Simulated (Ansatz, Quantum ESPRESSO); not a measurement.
# Ni(100), 7 layers: vacuum level and surface dipole, part 6 of 7

How much energy does it take to lift an electron out of Ni(100), 7 layers, and how far do the settings matter?

Quantum ESPRESSO 7.5; plane-wave DFT, PBE, GBRV ultrasoft pseudopotentials; cross-check by Ansatz 0.2.0 with PAW datasets.

So far. Step 12 (Potential by pp.x): The upper face goes from 4.902 eV (PBE, GBRV) to 4.886 eV, a change of -0.016 eV, a small one, from the pseudopotentials and their cutoffs.

## 13. Self-consistent run: LDA, GBRV ultrasoft

Level of this step: plane-wave DFT, LDA, GBRV ultrasoft pseudopotentials (Quantum ESPRESSO 7.5).

File gbrv-lda.in:

```
&control
  prefix = 'gbrv-lda'
  outdir = './out'
  pseudo_dir = './pseudo'
  calculation = 'scf'
  tprnfor = .true.
/
&system
  ibrav = 0
  nat = 7
  ntyp = 1
  ecutwfc = 40
  ecutrho = 200
  occupations = 'smearing'
  smearing = 'mv'
  degauss = 0.02
  nspin = 2
  starting_magnetization(1) = 0.12
/
&electrons
  conv_thr = 1e-07
  mixing_beta = 0.4
  electron_maxstep = 120
  mixing_mode = 'local-TF'
/
ATOMIC_SPECIES
  Ni  58.6934  ni_lda_v1.4.uspp.F.UPF
CELL_PARAMETERS angstrom
  2.48901586977665 0.00000000000000 0.00000000000000
  0.00000000000000 2.48901586977665 0.00000000000000
  0.00000000000000 0.00000000000000 26.56000000000000
ATOMIC_POSITIONS crystal
  Ni  0.000000000000 0.000000000000 0.303397160800
  Ni  0.500000000000 0.500000000000 0.367017797000
  Ni  0.000000000000 0.000000000000 0.433734939800
  Ni  0.500000000000 0.500000000000 0.500000000000
  Ni  0.000000000000 0.000000000000 0.566265060200
  Ni  0.500000000000 0.500000000000 0.632982203000
  Ni  0.000000000000 0.000000000000 0.696602839200
K_POINTS automatic
  12 12 1 0 0 0
```

The run is started by

```console
$ OMP_NUM_THREADS=1 mpirun -n 4 pw.x -nk 4 -in gbrv-lda.in > gbrv-lda.out
```

The program printed:

```text
[banner, memory and clock lines left out]
Program PWSCF v.7.5 starts
[citation notice left out]

[...]
Message from routine setup:
[...]
bravais-lattice index     =            0
     lattice parameter (alat)  =       4.7036  a.u.
     unit-cell volume          =    1110.4014 (a.u.)^3
     number of atoms/cell      =            7
     number of atomic types    =            1
     number of electrons       =       126.00
     number of Kohn-Sham states=           76
     kinetic-energy cutoff     =      40.0000  Ry
     charge density cutoff     =     200.0000  Ry
     scf convergence threshold =      1.0E-07
     mixing beta               =       0.4000
     number of iterations used =            8  local-TF  mixing
     Exchange-correlation=  SLA  PZ   NOGX NOGC
                           (   1   1   0   0   0   0   0)

[...]
PseudoPot. # 1 for Ni read from file:
     ./pseudo/ni_lda_v1.4.uspp.F.UPF
     Pseudo is Ultrasoft + core correction, Zval = 18.0
     Generated by new atomic code, or converted to UPF format
     Using radial grid of  865 points,  6 beta functions with:
                l(1) =   0
                l(2) =   0
                l(3) =   1
                l(4) =   1
                l(5) =   2
                l(6) =   2
     Q(r) pseudized with 10 coefficients,  rinner =    0.980   0.980   0.980
                                                       0.980   0.980

     atomic species   valence    mass     pseudopotential
     Ni               18.00    58.69340     Ni( 1.00)

     Starting magnetic structure
     atomic species   magnetization
     Ni              0.120

     16 Sym. Ops., with inversion, found

[...]
number of k points=    28  Marzari-Vanderbilt smearing, width (Ry)=  0.0200
[...]
Dense  grid:    53125 G-vectors     FFT dimensions: (  24,  24, 225)

     Smooth grid:    38079 G-vectors     FFT dimensions: (  20,  20, 216)

     Check: negative core charge=   -0.000017
     Generating pointlists ...
     new r_m :   0.4044 (alat units)  1.9019 (a.u.) for type    1

     Initial potential from superposition of free atoms

     starting charge     112.0000, renormalised to     126.0000

     negative rho (up, down):  1.480E-03 1.163E-03
     Starting wfcs are   91 randomized atomic wfcs

     per-process dynamical memory:   129.8 Mb

     Self-consistent Calculation

     iteration #  1     ecut=    40.00 Ry     beta= 0.40
     Davidson diagonalization with overlap
     ethr =  1.00E-02,  avg # of iterations = 10.1

     negative rho (up, down):  2.709E-01 2.727E-01

     total energy              =   -2329.10916596 Ry
     estimated scf accuracy    <    2140.60502973 Ry

     total magnetization       =     1.57 Bohr mag/cell
     absolute magnetization    =     1.67 Bohr mag/cell

     iteration #  2     ecut=    40.00 Ry     beta= 0.40
[...]
negative rho (up, down):  1.260E-01 1.268E-01

[...]
total energy              =   -2401.21565607 Ry
     estimated scf accuracy    <      27.12877287 Ry

     total magnetization       =     7.83 Bohr mag/cell
     absolute magnetization    =     8.28 Bohr mag/cell

     iteration #  3     ecut=    40.00 Ry     beta= 0.40
[...]
negative rho (up, down):  6.116E-02 6.156E-02

[...]
total energy              =   -2402.41497866 Ry
     estimated scf accuracy    <       4.51122316 Ry

     total magnetization       =     5.70 Bohr mag/cell
     absolute magnetization    =     6.41 Bohr mag/cell

     iteration #  4     ecut=    40.00 Ry     beta= 0.40
[...]
negative rho (up, down):  1.546E-02 1.563E-02

[...]
total energy              =   -2402.67791348 Ry
     estimated scf accuracy    <      28.43444529 Ry

     total magnetization       =     5.81 Bohr mag/cell
     absolute magnetization    =     6.51 Bohr mag/cell

     iteration #  5     ecut=    40.00 Ry     beta= 0.40
[...]
negative rho (up, down):  8.135E-03 8.246E-03

[...]
total energy              =   -2402.78060163 Ry
     estimated scf accuracy    <       5.40547164 Ry

     total magnetization       =     5.04 Bohr mag/cell
     absolute magnetization    =     5.72 Bohr mag/cell

     iteration #  6     ecut=    40.00 Ry     beta= 0.40
[...]
negative rho (up, down):  1.865E-03 1.871E-03

[...]
total energy              =   -2402.56784605 Ry
     estimated scf accuracy    <       4.17244439 Ry

     total magnetization       =     5.04 Bohr mag/cell
     absolute magnetization    =     5.69 Bohr mag/cell

[...]
iteration # 22     ecut=    40.00 Ry     beta= 0.40
[...]
negative rho (up, down):  4.463E-04 4.871E-04

[...]
total energy              =   -2402.19872970 Ry
     estimated scf accuracy    <       0.00001722 Ry

     total magnetization       =     4.88 Bohr mag/cell
     absolute magnetization    =     5.44 Bohr mag/cell

     iteration # 23     ecut=    40.00 Ry     beta= 0.40
[...]
negative rho (up, down):  3.475E-04 3.949E-04

[...]
total energy              =   -2402.19873258 Ry
     estimated scf accuracy    <       0.00000466 Ry

     total magnetization       =     4.88 Bohr mag/cell
     absolute magnetization    =     5.44 Bohr mag/cell

     iteration # 24     ecut=    40.00 Ry     beta= 0.40
[...]
negative rho (up, down):  3.190E-04 3.748E-04

[...]
total energy              =   -2402.19873495 Ry
     estimated scf accuracy    <       0.00000016 Ry

     total magnetization       =     4.88 Bohr mag/cell
     absolute magnetization    =     5.44 Bohr mag/cell

     iteration # 25     ecut=    40.00 Ry     beta= 0.40
[...]
negative rho (up, down):  3.227E-04 3.784E-04

     Magnetic moment per site  (integrated on atomic sphere of radius R)
     atom   1 (R=0.404)  charge= 16.5254  magn=  0.7938
     atom   2 (R=0.404)  charge= 16.6057  magn=  0.7193
     atom   3 (R=0.404)  charge= 16.5921  magn=  0.7063
     atom   4 (R=0.404)  charge= 16.5946  magn=  0.6912
     atom   5 (R=0.404)  charge= 16.5921  magn=  0.7063
     atom   6 (R=0.404)  charge= 16.6057  magn=  0.7193
     atom   7 (R=0.404)  charge= 16.5254  magn=  0.7938

[...]
End of self-consistent calculation

 ------ SPIN UP ------------

          k = 0.0000 0.0000 0.0000 (  4777 PWs)   bands (ev):

   -97.6778 -97.6777 -97.6090 -97.5924 -97.5768 -97.3246 -97.3246 -58.5332
   -58.5254 -58.4550 -58.4211 -58.4211 -58.4206 -58.4206 -58.3912 -58.3631
   -58.3631 -58.3279 -58.3279 -58.3236 -58.3049 -58.3049 -58.1345 -58.1345
   -58.1344 -58.1344 -58.0111 -58.0109  -3.6203  -2.9808  -1.9353  -0.6493
     0.3455   0.6278   0.6596   1.1149   1.2813   1.5899   2.0078   2.4064
     2.6750   2.8061   2.8934   2.8934   3.0651   3.0651   3.3958   3.3958
     3.4143   3.6062   3.7266   3.8315   3.8450   3.8450   3.9367   3.9766
     4.0334   4.1785   4.2960   4.2960   4.3850   4.5514   4.6126   4.6126
     4.6473   4.6841   4.7859   4.7859   4.9196   6.3910   7.3224  10.0939
    10.5219  11.2573  12.5247  13.8373

          k = 0.0000 0.0833 0.0000 (  4787 PWs)   bands (ev):

   -97.6769 -97.6768 -97.6077 -97.5918 -97.5766 -97.3239 -97.3239 -58.5308
   -58.5244 -58.4584 -58.4316 -58.4256 -58.4200 -58.4195 -58.3953 -58.3648
   -58.3618 -58.3412 -58.3276 -58.3182 -58.3121 -58.3053 -58.1419 -58.1418
   -58.1340 -58.1340 -58.0103 -58.0103  -3.4405  -2.8073  -1.7734  -0.5054
     0.4684   0.7289   0.7693   1.1739   1.3347   1.6329   2.0345   2.4141
     2.6740   2.8475   2.8834   2.9232   3.0371   3.0715   3.1530   3.3156
     3.3634   3.6488   3.6940   3.7392   3.8409   3.9408   3.9534   3.9724
     3.9788   4.1654   4.1793   4.1976   4.4441   4.4568   4.4647   4.4716
     4.6112   4.6124   4.7075   4.7877   5.4247   6.7943   7.7835  10.2638
    10.7015  11.4237  12.6963  13.9784

[...]
the Fermi energy is     5.2986 ev

!    total energy              =   -2402.19873495 Ry
     estimated scf accuracy    <       0.00000002 Ry
     smearing contrib. (-TS)   =       0.00175631 Ry
     internal energy E=F+TS    =   -2402.20049125 Ry

     The total energy is F=E-TS. E is the sum of the following terms:
     one-electron contribution =  -23534.76355151 Ry
     hartree contribution      =   11790.70859659 Ry
     xc contribution           =    -245.14393151 Ry
     ewald contribution        =    9586.99839518 Ry

     total magnetization       =     4.88 Bohr mag/cell
     absolute magnetization    =     5.44 Bohr mag/cell

     convergence has been achieved in  25 iterations

     negative rho (up, down):  3.227E-04 3.784E-04

     Forces acting on atoms (cartesian axes, Ry/au):

     atom    1 type  1   force =     0.00000000    0.00000000    0.02669162
     atom    2 type  1   force =     0.00000000    0.00000000   -0.00171159
     atom    3 type  1   force =     0.00000000    0.00000000    0.00082168
     atom    4 type  1   force =     0.00000000    0.00000000    0.00000000
     atom    5 type  1   force =     0.00000000    0.00000000   -0.00082168
     atom    6 type  1   force =     0.00000000    0.00000000    0.00171159
     atom    7 type  1   force =     0.00000000    0.00000000   -0.02669162

     Total force =     0.037843     Total SCF correction =     0.000384

[...]
```

Wall time 4.1 min (4 MPI ranks of Arm Neoverse V1, shared host); peak memory 0.83 GiB; 16 min of CPU time.

This step gave:

```
free energy            : -32683.5788 eV
Fermi energy           : 5.299 eV
magnetization          : 4.88 μB
absolute magnetization : 5.44 μB
site moments           : 0.7938, 0.7193, 0.7063, 0.6912, 0.7063, 0.7193, 0.7938 μB
```

## 14. Potential by pp.x

File gbrv-lda.pot.in:

```
&inputpp
  prefix = 'gbrv-lda'
  outdir = './out'
  filplot = 'gbrv-lda.pot.dat'
  plot_num = 11
/
```

The run is started by

```console
$ OMP_NUM_THREADS=1 mpirun -n 4 pp.x -in gbrv-lda.pot.in > gbrv-lda.pot.out
```

Elapsed: 0.85 s, on 4 MPI ranks; peak memory 0.11 GiB; 3.1 s of CPU time.

This step gave:

| Property | Result |
| --- | --- |
| work function of the upper face | 5.262 eV |
| slope of the potential above | 3.25e-4 eV/Å |
| upper vacuum line continued to the top atoms, over the Fermi level | 5.260 eV |
| work function of the lower face | 5.262 eV |
| slope of the potential below | -2.21e-4 eV/Å |
| lower vacuum line continued to the bottom atoms, over the Fermi level | 5.261 eV |

The upper face goes from 4.902 eV (PBE, GBRV) to 5.262 eV, a change of +0.360 eV.

[end of part 6 of 7]

[Logs are printed without paths, hosts, clocks, repeated set-up lines and the standing remarks that a program may print on its own settings, such as how far it seeks lower states.]

[Hosts, paths, dates, database ids (printed as entryN), source tags and the programs' standing remarks are cut or masked in the printed files.]

[Maps of the electrostatic potential energy from Ansatz leave out the sawtooth potential of an applied field or a dipole correction, so their vacuum need not be flat; planar profiles and work functions include it.]
